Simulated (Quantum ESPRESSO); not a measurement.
# MnCuAs: which magnetic order is lowest

Wanted: the moments of MnCuAs and the energy of each order that was tried.

Program: Quantum ESPRESSO 7.5. Level of theory: PBEsol; plane waves with GBRV 1.5 PBEsol potentials, no spin-orbit coupling. Results are calculated unless marked as measured.

This is a report of a sequence of runs, with most program output left out.

## Step 1: The starting structure

The structure is tetragonal, space group P4/nmm (No. 129). Conventional cell: a = 3.699 Å, b = 3.699 Å, c = 6.408 Å, α = 90.00°, β = 90.00°, γ = 90.00°. Nearest to Mn lie 5 As at 2.49 to 2.64 Å and 4 Cu at 2.84 Å. Nearest to Cu lie 4 As at 2.56 Å and 4 Cu at 2.62 Å and 4 Mn at 2.84 Å. As has 5 Mn at 2.49 to 2.64 Å and 4 Cu at 2.56 Å nearest. Farther neighbours are not listed.

The cell comes from Materials Project 2023-11-01, a database of computed structures, and need not be the stable phase.

## Step 2: Run 1 (ferro ++)

The signs are those of the starting moments on the seeded atoms, the atoms that are given a moment.

Contents of pw.in:

```
&CONTROL
  calculation = 'scf'
  prefix = 'pwscf'
  outdir = './tmp'
  pseudo_dir = './pseudo'
  disk_io = 'nowf'
/
&SYSTEM
  ibrav = 0
  celldm(1) = 8
  nat = 6
  ntyp = 3
  ecutwfc = 40
  ecutrho = 280
  nbnd = 54
  occupations = 'smearing'
  smearing = 'fd'
  degauss = 0.00734986
  nspin = 2
  starting_magnetization(1) = 0.2333
  starting_magnetization(2) = 0
  starting_magnetization(3) = 0
/
&ELECTRONS
  conv_thr = 1.2d-08
  electron_maxstep = 150
  mixing_beta = 0.3
/
ATOMIC_SPECIES
Mn     54.9380 mn_pbesol_v1.5.uspp.F.UPF
Cu     63.5460 cu_pbesol_v1.2.uspp.F.UPF
As     74.9216 as_pbesol_v1.uspp.F.UPF
CELL_PARAMETERS alat
   0.8738780988147    0.0000000000000    0.0000000000000
   0.0000000000000    0.8738780988147    0.0000000000000
   0.0000000000000    0.0000000000000    1.5137703088783
ATOMIC_POSITIONS crystal
Mn      0.0000000000    0.5000000000    0.1640200000
Mn      0.5000000000    0.0000000000    0.8359800000
Cu      0.0000000000    0.0000000000    0.5000000000
Cu      0.5000000000    0.5000000000    0.5000000000
As      0.0000000000    0.5000000000    0.7762460000
As      0.5000000000    0.0000000000    0.2237540000
K_POINTS automatic
10 10 6 0 0 0
```

Started as:

```console
OMP_NUM_THREADS=1 mpirun -n 4 pw.x -nk 4 -in pw.in > pw.out
```

It took 5.1 min on 4 MPI ranks of Intel Xeon at 2.50GHz (Skylake/Cascade Lake), shared host; peak memory 0.83 GiB; 20 min of CPU time.

Spin moment in the atom's sphere by atom:

| atom | spin moment in the atom's sphere (μB) |
| --- | --- |
| Mn1 | 3.38 |
| Mn2 | 3.38 |
| Cu3 | 0.04 |
| Cu4 | 0.04 |
| As5 | -0.03 |
| As6 | -0.03 |

This step gave:

- smearing term TS: 0.1208 eV
- magnetization: 7.186 μB
- absolute magnetization: 7.588 μB
- final state: ferromagnetic

## Step 3: Run 2, typed as antiferro +−

Changes to pw.in since step 2:

```diff
@@ -11,6 +11,6 @@
   nat = 6
-  ntyp = 3
+  ntyp = 4
   ecutwfc = 40
   ecutrho = 280
-  nbnd = 54
+  nbnd = 50
   occupations = 'smearing'
@@ -20,4 +20,5 @@
   starting_magnetization(1) = 0.2333
-  starting_magnetization(2) = 0
+  starting_magnetization(2) = -0.2333
   starting_magnetization(3) = 0
+  starting_magnetization(4) = 0
 /
@@ -29,3 +30,4 @@
 ATOMIC_SPECIES
-Mn     54.9380 mn_pbesol_v1.5.uspp.F.UPF
+Mn1    54.9380 mn_pbesol_v1.5.uspp.F.UPF
+Mn2    54.9380 mn_pbesol_v1.5.uspp.F.UPF
 Cu     63.5460 cu_pbesol_v1.2.uspp.F.UPF
@@ -37,4 +39,4 @@
 ATOMIC_POSITIONS crystal
-Mn      0.0000000000    0.5000000000    0.1640200000
-Mn      0.5000000000    0.0000000000    0.8359800000
+Mn1     0.0000000000    0.5000000000    0.1640200000
+Mn2     0.5000000000    0.0000000000    0.8359800000
 Cu      0.0000000000    0.0000000000    0.5000000000
```

Wall time 5.1 min (4 MPI ranks); peak memory 0.83 GiB; 20 min of CPU time.

Spin moment in the atom's sphere by atom:

| atom | spin moment in the atom's sphere (μB) |
| --- | --- |
| Mn1 | 3.37 |
| Mn2 | -3.37 |
| Cu3 | 0.00 |
| Cu4 | 0.00 |
| As5 | 0.00 |
| As6 | 0.00 |

Numbers from this step:

```yaml
smearing_term_ts: 0.07675 eV
magnetization: 0 μB
absolute_magnetization: 7.591 μB
final_state: antiferromagnetic
```

## Step 4: Run 3 (antiferro q=(0,0,1/2) +−+−)

The cell is doubled to 12 atoms to hold this order. The wavevector q is in fractions of the reciprocal vectors of the crystal's primitive cell, as the cells of these inputs are built from it; moments change sign between cells as cos(2π q·R).

Contents of pw.in:

```
&CONTROL
  calculation = 'scf'
  prefix = 'pwscf'
  outdir = './tmp'
  pseudo_dir = './pseudo'
  disk_io = 'nowf'
/
&SYSTEM
  ibrav = 0
  celldm(1) = 8
  nat = 12
  ntyp = 4
  ecutwfc = 40
  ecutrho = 280
  nbnd = 96
  occupations = 'smearing'
  smearing = 'fd'
  degauss = 0.00734986
  nspin = 2
  starting_magnetization(1) = 0.2333
  starting_magnetization(2) = -0.2333
  starting_magnetization(3) = 0
  starting_magnetization(4) = 0
/
&ELECTRONS
  conv_thr = 2.4d-08
  electron_maxstep = 150
  mixing_beta = 0.3
/
ATOMIC_SPECIES
Mn1    54.9380 mn_pbesol_v1.5.uspp.F.UPF
Mn2    54.9380 mn_pbesol_v1.5.uspp.F.UPF
Cu     63.5460 cu_pbesol_v1.2.uspp.F.UPF
As     74.9216 as_pbesol_v1.uspp.F.UPF
CELL_PARAMETERS alat
   0.8738780988147    0.0000000000000    0.0000000000000
   0.0000000000000    0.8738780988147    0.0000000000000
   0.0000000000000    0.0000000000000    3.0275406177566
ATOMIC_POSITIONS crystal
Mn1     0.0000000000    0.5000000000    0.0820100000
Mn2     0.0000000000    0.5000000000    0.5820100000
Mn1     0.5000000000    0.0000000000    0.4179900000
Mn2     0.5000000000    0.0000000000    0.9179900000
Cu      0.0000000000    0.0000000000    0.2500000000
Cu      0.0000000000    0.0000000000    0.7500000000
Cu      0.5000000000    0.5000000000    0.2500000000
Cu      0.5000000000    0.5000000000    0.7500000000
As      0.0000000000    0.5000000000    0.3881230000
As      0.0000000000    0.5000000000    0.8881230000
As      0.5000000000    0.0000000000    0.1118770000
As      0.5000000000    0.0000000000    0.6118770000
K_POINTS automatic
10 10 3 0 0 0
```

Wall time 16 min (4 MPI ranks); peak memory 1.4 GiB; 62 min of CPU time.

Spin moment in the atom's sphere by atom:

| atom | spin moment in the atom's sphere (μB) |
| --- | --- |
| Mn1 | 3.38 |
| Mn2 | -3.38 |
| Mn3 | 3.38 |
| Mn4 | -3.38 |
| Cu5 | 0.04 |
| Cu6 | -0.04 |
| Cu7 | 0.04 |
| Cu8 | -0.04 |
| As9 | 0.02 |
| As10 | -0.02 |
| As11 | 0.02 |
| As12 | -0.02 |

Numbers from this step:

| Property | Result |
| --- | --- |
| smearing term TS | 0.1784 eV |
| magnetization | 0 μB |
| absolute magnetization | 15.35 μB |
| final state | antiferromagnetic |

## Step 5: Ranking

An order is kept where moments of 0.15 μB or more survive with the typed signs; meshes match where a doubled cell samples the same k points as the first cell.

Orders:

| start | final state | typed order kept | energy over the lowest (meV a seeded atom) | largest site moment (μB) | net moment (μB a cell of the first run) | mesh matched | CPU time (s) |
| --- | --- | --- | --- | --- | --- | --- | --- |
| ferro ++ | ferromagnetic | yes | 140.9 | 3.378 | 7.186 | yes | 1196 |
| antiferro +- | antiferromagnetic | yes | 0 | 3.368 | 0 | yes | 1216 |
| antiferro q=(0,0,1/2) +-+- | antiferromagnetic | yes | 30.57 | 3.382 | 0 | yes | 3736 |

## Step 6: What came out

| Item | Value |
| --- | --- |
| lowest state found | antiferromagnetic (from antiferro +-) |
| largest site moment | 3.37 μB |
| next state with moments | antiferromagnetic, 30.6 meV a seeded atom higher |

What this shows: Only these 3 starts were compared; other wavevectors, canted and longer-period orders were not. Energies are free energies at an electronic temperature of 1160 K, which lowers moments and differences where the moments are itinerant.

[Logs and program files are shortened in this print: banners, set-up blocks, solver, clock and traceback lines can be left out without a mark of their own.]

[Logs are printed without paths, hosts, clocks, repeated set-up lines and the standing remarks that a program may print on its own settings, such as how far it seeks lower states.]

[Hosts, paths, dates, database ids (printed as entryN), source tags and the programs' standing remarks are cut or masked in the printed files.]

[Where a cell is said to come from a database of computed structures, the database is the Materials Project.]
